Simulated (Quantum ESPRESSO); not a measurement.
**Magnetic state of CrIrO4 from several starts**

Aim: find out which collinear order of CrIrO4 costs least.

Main program and level: Quantum ESPRESSO 7.5; LDA; plane waves with GBRV 1.5 LDA potentials, no spin-orbit coupling.

### Step 1. The starting structure

It takes space group Cmmm (No. 65, orthorhombic). Conventional cell: a = 6.303 Å, b = 6.336 Å, c = 3.065 Å, α = 90.00°, β = 90.00°, γ = 90.00°. Nearest to Cr lie 6 O at 1.91 to 1.95 Å. Nearest to Ir lie 6 O at 1.95 to 1.98 Å. O has 2 Cr at 1.95 Å and 1 Ir at 1.95 Å nearest. Nearest to O lie 1 Cr at 1.91 Å and 2 Ir at 1.98 Å. Farther neighbours and most contacts between anions are not listed.

The cell comes from Materials Project 2023-11-01, a database of computed structures, and need not be the stable phase.

### Step 2. Run 1 (ferro ++)

The signs are those of the starting moments on the seeded atoms, the atoms that are given a moment.

ASE passes magmoms on as starting_magnetization. pw.x reads values of 1 or more as Bohr magnetons; where all are smaller, it reads them as fractions of the valence charge.

Contents of pw.py:

```python
from ase import Atoms
from ase.calculators.espresso import Espresso, EspressoProfile

atoms = Atoms(['Cr', 'Ir', 'O', 'O', 'O', 'O'],
    cell=[[3.15127602, -3.16799643, 0.0],
         [3.15127602, 3.16799643, 0.0],
         [0.0, 0.0, 3.06507497]],
    scaled_positions=[[0.0, 0.0, 0.5],
         [0.5, 0.5, 0.0],
         [0.80924638, 0.80924638, 0.0],
         [0.69826365, 0.30173635, 0.5],
         [0.19075362, 0.19075362, 0.0],
         [0.30173635, 0.69826365, 0.5]],
    pbc=True,
    magmoms=[3.0, 1.0, 0.0, 0.0, 0.0, 0.0])
input_data = {
    'control': {'calculation': 'scf', 'prefix': 'pwscf', 'outdir': './tmp', 'disk_io': 'nowf', 'tprnfor': True, 'tstress': True},
    'system': {'ecutwfc': 40.0, 'ecutrho': 280.0, 'nbnd': 39, 'occupations': 'smearing', 'smearing': 'fd', 'degauss': 0.00999582, 'nspin': 2},
    'electrons': {'conv_thr': 1.2e-08, 'electron_maxstep': 150, 'mixing_beta': 0.3},
}
atoms.calc = Espresso(
    profile=EspressoProfile(command='mpirun -n 2 pw.x -nk 2', pseudo_dir='pseudo'),
    pseudopotentials={'Cr': 'cr_lda_v1.5.uspp.F.UPF', 'Ir': 'ir_lda_v1.2.uspp.F.UPF', 'O': 'o_lda_v1.2.uspp.F.UPF'},
    input_data=input_data,
    kpts=(8, 8, 8),
    koffset=(0, 0, 0))
energy = atoms.get_potential_energy(force_consistent=True)
print(f'free energy: {energy:.6f} eV')
print('site moments (muB):', atoms.get_magnetic_moments().round(3))
```

Launch:

```sh
OMP_NUM_THREADS=1 python3 pw.py > pw.log
```

The log of the run:

```text
free energy: -6619.894940 eV
site moments (muB): [ 1.672 -0.163 -0.053 -0.042 -0.053 -0.042]

--- espresso.pwo ---
Program PWSCF v.7.5 starts

Warning: card &CELL ignored
Warning: card &FCP ignored
Warning: card &RISM ignored

     Message from routine setup:
     using ibrav=0 with symmetry is DISCOURAGED, use correct ibrav instead

     K-points division:     npool     =       2
     Subspace diagonalization in iterative solution of the eigenvalue problem:

     G-vector sticks info
     --------------------
     sticks:   dense  smooth     PW     G-vecs:    dense   smooth      PW
     Sum        1589     895    293                32743    14105    2489

     Using Slab Decomposition

     bravais-lattice index     =            0
     lattice parameter (alat)  =       8.4441  a.u.
     unit-cell volume          =     412.9893 (a.u.)^3
     number of atoms/cell      =            6
     number of atomic types    =            3
     number of electrons       =        53.00
     number of Kohn-Sham states=           39
     kinetic-energy cutoff     =      40.0000  Ry
     charge density cutoff     =     280.0000  Ry
     scf convergence threshold =      1.2E-08
     mixing beta               =       0.3000
     number of iterations used =            8  plain     mixing
     Exchange-correlation= SLA  PZ   NOGX NOGC
                           (   1   1   0   0   0   0   0)

     celldm(1)=   8.444083  celldm(2)=   0.000000  celldm(3)=   0.000000
     celldm(4)=   0.000000  celldm(5)=   0.000000  celldm(6)=   0.000000

     crystal axes: (cart. coord. in units of alat)
               a(1) = (   0.705233  -0.708975   0.000000 )
               a(2) = (   0.705233   0.708975   0.000000 )
               a(3) = (   0.000000   0.000000   0.685942 )

     reciprocal axes: (cart. coord. in units 2 pi/alat)
               b(1) = (  0.708985 -0.705243  0.000000 )
               b(2) = (  0.708985  0.705243 -0.000000 )
               b(3) = ( -0.000000  0.000000  1.457849 )

     PseudoPot. # 1 for Cr read from file:
     cr_lda_v1.5.uspp.F.UPF
     Pseudo is Ultrasoft + core correction, Zval = 14.0
     Generated by new atomic code, or converted to UPF format
     Using radial grid of  857 points,  6 beta functions with:
                l(1) =   0
                l(2) =   0
                l(3) =   1
                l(4) =   1
                l(5) =   2
                l(6) =   2
     Q(r) pseudized with  8 coefficients,  rinner =    0.950   0.950   0.950
                                                       0.950   0.950

     PseudoPot. # 2 for Ir read from file:
     ir_lda_v1.2.uspp.F.UPF
     Pseudo is Ultrasoft + core correction, Zval = 15.0
     Generated by new atomic code, or converted to UPF format
     Using radial grid of  983 points,  7 beta functions with:
                l(1) =   0
                l(2) =   0
                l(3) =   1
                l(4) =   1
                l(5) =   1
                l(6) =   2
                l(7) =   2
     Q(r) pseudized with  8 coefficients,  rinner =    1.400   1.400   1.400
                                                       1.400   1.400

     PseudoPot. # 3 for O  read from file:
     o_lda_v1.2.uspp.F.UPF
     Pseudo is Ultrasoft + core correction, Zval =  6.0
     Generated by new atomic code, or converted to UPF format
     Using radial grid of  737 points,  5 beta functions with:
                l(1) =   0
                l(2) =   0
                l(3) =   1
                l(4) =   1
                l(5) =   2
     Q(r) pseudized with  8 coefficients,  rinner =    0.900   0.900   0.900
                                                       0.900   0.900

     atomic species   valence    mass     pseudopotential
     Cr               14.00    51.99610     Cr( 1.00)
     Ir               15.00   192.21700     Ir( 1.00)
     O                 6.00    15.99900     O ( 1.00)

     Starting magnetic structure
     atomic species   magnetization
     Cr              0.214
     Ir              0.067
     O               0.000

      8 Sym. Ops., with inversion, found

   Cartesian axes

     site n.     atom                  positions (alat units)
         1        Cr     tau(   1) = (   0.0000000   0.0000000   0.3429711  )
         2        Ir     tau(   2) = (   0.7052334   0.0000000   0.0000000  )
         3        O      tau(   3) = (   1.1414151  -0.0000000   0.0000000  )
         4        O      tau(   4) = (   0.7052334  -0.2811280   0.3429711  )
         5        O      tau(   5) = (   0.2690516   0.0000000   0.0000000  )
         6        O      tau(   6) = (   0.7052334   0.2811280   0.3429711  )

     number of k points=   105  Fermi-Dirac smearing, width (Ry)=  0.0100

     Number of k-points >= 100: set verbosity='high' to print them.

     Dense  grid:    32743 G-vectors     FFT dimensions: (  45,  45,  32)

     Smooth grid:    14105 G-vectors     FFT dimensions: (  36,  36,  24)

     Check: negative core charge=   -0.000004
     Generating pointlists ...
     new r_m :   0.1765 (alat units)  1.4903 (a.u.) for type    1
     new r_m :   0.1799 (alat units)  1.5193 (a.u.) for type    2
     new r_m :   0.1765 (alat units)  1.4903 (a.u.) for type    3

     Initial potential from superposition of free atoms

     starting charge      51.5000, renormalised to      53.0000

     negative rho (up, down):  1.938E-01 1.693E-01
     Starting wfcs are   38 randomized atomic wfcs +    1 random wfcs

     Self-consistent Calculation

     iteration #  1     ecut=    40.00 Ry     beta= 0.30
     Davidson diagonalization with overlap
     ethr =  1.00E-02,  avg # of iterations =  5.8

     negative rho (up, down):  1.574E-01 1.399E-01

     total energy              =    -479.20972650 Ry
     estimated scf accuracy    <      19.01904123 Ry

     total magnetization       =     1.73 Bohr mag/cell
     absolute magnetization    =     1.80 Bohr mag/cell

     iteration #  2     ecut=    40.00 Ry     beta= 0.30
     Davidson diagonalization with overlap
     ethr =  1.00E-02,  avg # of iterations =  2.8

     negative rho (up, down):  1.657E-01 1.503E-01

     total energy              =    -486.29348570 Ry
     estimated scf accuracy    <      24.79112900 Ry

     total magnetization       =     0.23 Bohr mag/cell
     absolute magnetization    =     0.26 Bohr mag/cell

     iteration #  3     ecut=    40.00 Ry     beta= 0.30
     Davidson diagonalization with overlap
     ethr =  1.00E-02,  avg # of iterations =  2.6

     negative rho (up, down):  1.666E-01 1.513E-01

     total energy              =    -486.68267132 Ry
     estimated scf accuracy    <       7.46110768 Ry

     total magnetization       =     0.50 Bohr mag/cell
     absolute magnetization    =     0.65 Bohr mag/cell

     [... further iterations left out ...]

     iteration # 15     ecut=    40.00 Ry     beta= 0.30
     Davidson diagonalization with overlap
     ethr =  1.78E-08,  avg # of iterations =  1.4

     negative rho (up, down):  1.481E-01 1.587E-01

     total energy              =    -486.55334615 Ry
     estimated scf accuracy    <       0.00000072 Ry

     total magnetization       =     1.62 Bohr mag/cell
     absolute magnetization    =     2.54 Bohr mag/cell

     iteration # 16     ecut=    40.00 Ry     beta= 0.30
     Davidson diagonalization with overlap
     ethr =  1.36E-09,  avg # of iterations =  1.4

     negative rho (up, down):  1.481E-01 1.587E-01

     total energy              =    -486.55334633 Ry
     estimated scf accuracy    <       0.00000020 Ry

     total magnetization       =     1.62 Bohr mag/cell
     absolute magnetization    =     2.55 Bohr mag/cell

     iteration # 17     ecut=    40.00 Ry     beta= 0.30
     Davidson diagonalization with overlap
     ethr =  3.73E-10,  avg # of iterations =  2.0

     negative rho (up, down):  1.481E-01 1.587E-01

     total energy              =    -486.55334638 Ry
     estimated scf accuracy    <       0.00000003 Ry

     total magnetization       =     1.62 Bohr mag/cell
     absolute magnetization    =     2.55 Bohr mag/cell

     iteration # 18     ecut=    40.00 Ry     beta= 0.30
     Davidson diagonalization with overlap
     ethr =  5.91E-11,  avg # of iterations =  2.0

     negative rho (up, down):  1.481E-01 1.587E-01

     Magnetic moment per site  (integrated on atomic sphere of radius R)
     atom   1 (R=0.176)  charge= 10.6365  magn=  1.6715
     atom   2 (R=0.180)  charge=  9.4760  magn= -0.1630
     atom   3 (R=0.176)  charge=  5.2636  magn= -0.0526
     atom   4 (R=0.176)  charge=  5.2718  magn= -0.0418
     atom   5 (R=0.176)  charge=  5.2636  magn= -0.0526
     atom   6 (R=0.176)  charge=  5.2718  magn= -0.0418

     End of self-consistent calculation

     Number of k-points >= 100: set verbosity='high' to print the bands.

     the Fermi energy is    11.9577 ev

!    total energy              =    -486.55334640 Ry
     estimated scf accuracy    <          4.6E-09 Ry
     smearing contrib. (-TS)   =      -0.01049232 Ry
     internal energy E=F+TS    =    -486.54285408 Ry

     The total energy is F=E-TS. E is the sum of the following terms:
     one-electron contribution =    -153.07091349 Ry
     hartree contribution      =     107.68910476 Ry
     xc contribution           =    -100.85329415 Ry
     ewald contribution        =    -340.30775119 Ry

     total magnetization       =     1.62 Bohr mag/cell
     absolute magnetization    =     2.55 Bohr mag/cell

     convergence has been achieved in  18 iterations

     negative rho (up, down):  1.481E-01 1.587E-01

     Forces acting on atoms (cartesian axes, Ry/au):

     atom    1 type  1   force =     0.00000000    0.00000000    0.00000000
     atom    2 type  2   force =     0.00000000    0.00000000    0.00000000
     atom    3 type  3   force =     0.01416668    0.00000000    0.00000000
     atom    4 type  3   force =    -0.00000000   -0.00128137   -0.00000000
     atom    5 type  3   force =    -0.01416668   -0.00000000    0.00000000
     atom    6 type  3   force =     0.00000000    0.00128137   -0.00000000

     Total force =     0.020116     Total SCF correction =     0.000050

     Computing stress (Cartesian axis) and pressure

     negative rho (up, down):  1.481E-01 1.587E-01
          total   stress  (Ry/bohr**3)                   (kbar)     P=     -125.69
  -0.00069102  -0.00000000   0.00000000         -101.65       -0.00        0.00
   0.00000000  -0.00081970   0.00000000            0.00     -120.58        0.00
   0.00000000   0.00000000  -0.00105247            0.00        0.00     -154.82

=------------------------------------------------------------------------------=
   JOB DONE.
=------------------------------------------------------------------------------=
```

The job ended after 81 s (2 MPI ranks of AMD EPYC 9R45, shared host; peak memory 0.6 GiB; 2.7 min of CPU time).

Spin moment in the atom's sphere by atom:

| atom | spin moment in the atom's sphere (μB) |
| --- | --- |
| Cr1 | 1.67 |
| Ir2 | -0.16 |
| O3 | -0.05 |
| O4 | -0.04 |
| O5 | -0.05 |
| O6 | -0.04 |

Numbers from this step:

```
smearing term TS       : 0.1428 eV
pressure               : -12.57 GPa
magnetization          : 1.623 μB
absolute magnetization : 2.549 μB
final state            : ferrimagnetic
```

The typed signs were not kept.

(Part 1 of 2 ends here.)

[Logs and program files are shortened in this print: banners, set-up blocks, solver, clock and traceback lines can be left out without a mark of their own.]

[Logs are printed without paths, hosts, clocks, repeated set-up lines and the standing remarks that a program may print on its own settings, such as how far it seeks lower states.]

[Hosts, paths, dates, database ids (printed as entryN), source tags and the programs' standing remarks are cut or masked in the printed files.]

[Where a cell is said to come from a database of computed structures, the database is the Materials Project.]
